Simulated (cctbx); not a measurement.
# Which space group?

Cell: a = 7.0790 Å, b = 7.0790 Å, c = 3.7190 Å, α = 90.00°, β = 90.00°, γ = 90.00°. Expected content of the cell: Tm2 Ge4 Ni8.

The data are simulated with cctbx, not measured: Cu Kα, λ = 1.54184 Å, to d = 0.83 Å, 50 % of the full sphere, strongest reflection 40000 counts, noise from counting, a 6 % proportional error and a noise floor of 4 counts (s.d.); no absorption.

A first pass over the reflections prints:

```text
711 reflections to d = 0.831 A
centring   violations  <I/sigma> of those
    A        253 of   368      9.4
    B        247 of   363      9.2
    C        262 of   331     10.3
    I        200 of   350      7.1
    R        361 of   481     10.1
    F        381 of   531      9.6
Laue class    unique    Rint  (classes that these axes allow; Friedel mates merged)
P -1              524   0.034
P 1 2/m 1         342   0.038
P 1 1 2/m         361   0.036
P 2/m 1 1         343   0.036
P m m m           224   0.040
P 4/m             201   0.040
P 4/m m m         129   0.044
space group    extra absences  I>4sigma  <I/sigma>
P 4 2 2                 0          0         -  acentric
P 4 21 2               10          0      -0.4  acentric
P 42 2 2                1          0       1.5  acentric
P 42 21 2              11          0      -0.3  acentric
P 4 m m                 0          0         -  acentric
P 42 n m               60          0      -0.0  acentric
P -4 2 m                0          0         -  acentric
P -4 21 m              10          0      -0.4  acentric
P -4 m 2                0          0         -  acentric
P -4 n 2               60          0      -0.0  acentric
P 4/m m m               0          0         -  centric
P 42/m n m             60          0      -0.0  centric
Wilson B = 1.58 A^2   <|E^2-1|> = 0.850 (0.968 centric, 0.736 acentric)   E^2>4: 0.8 %
shell (A)         n   <I/sigma>
 7.08 - 1.66     23     19.5
 1.66 - 1.32     16     17.7
 1.32 - 1.15     17     22.8
 1.15 - 1.05     15     20.7
 1.05 - 0.97     14     21.3
 0.97 - 0.91     13     23.6
 0.91 - 0.87     15     18.1
 0.87 - 0.83     16     19.9
```

**Question.** What are the lattice type, the Laue class and the likely space group?

Every centring test has many violations, so the lattice is primitive.

Rint stays low (0.034 to 0.044) up to P 4/m m m, the highest class in these axes.

12 settings pass the absence test. The most absences obeyed, 60, belong to P 42 n m, P -4 n 2 and P 42/m n m, which absences can't tell apart.

⟨|E²−1|⟩ = 0.850 lies between the two ideal values. The Wilson B of 1.58 Å² means U ≈ 0.0200 Å².

The true group is P4_2/mnm (no. 136), Laue class 4/mmm, centrosymmetric. The tables only narrow the choice to the tied entries; cell content, site symmetry and trial solutions must settle it.

The model is made up (kin elements in a known structure type, no relaxation), so it says nothing on whether the phase exists.

[Logs are printed without paths, hosts, clocks, repeated set-up lines and the standing remarks that a program may print on its own settings, such as how far it seeks lower states.]
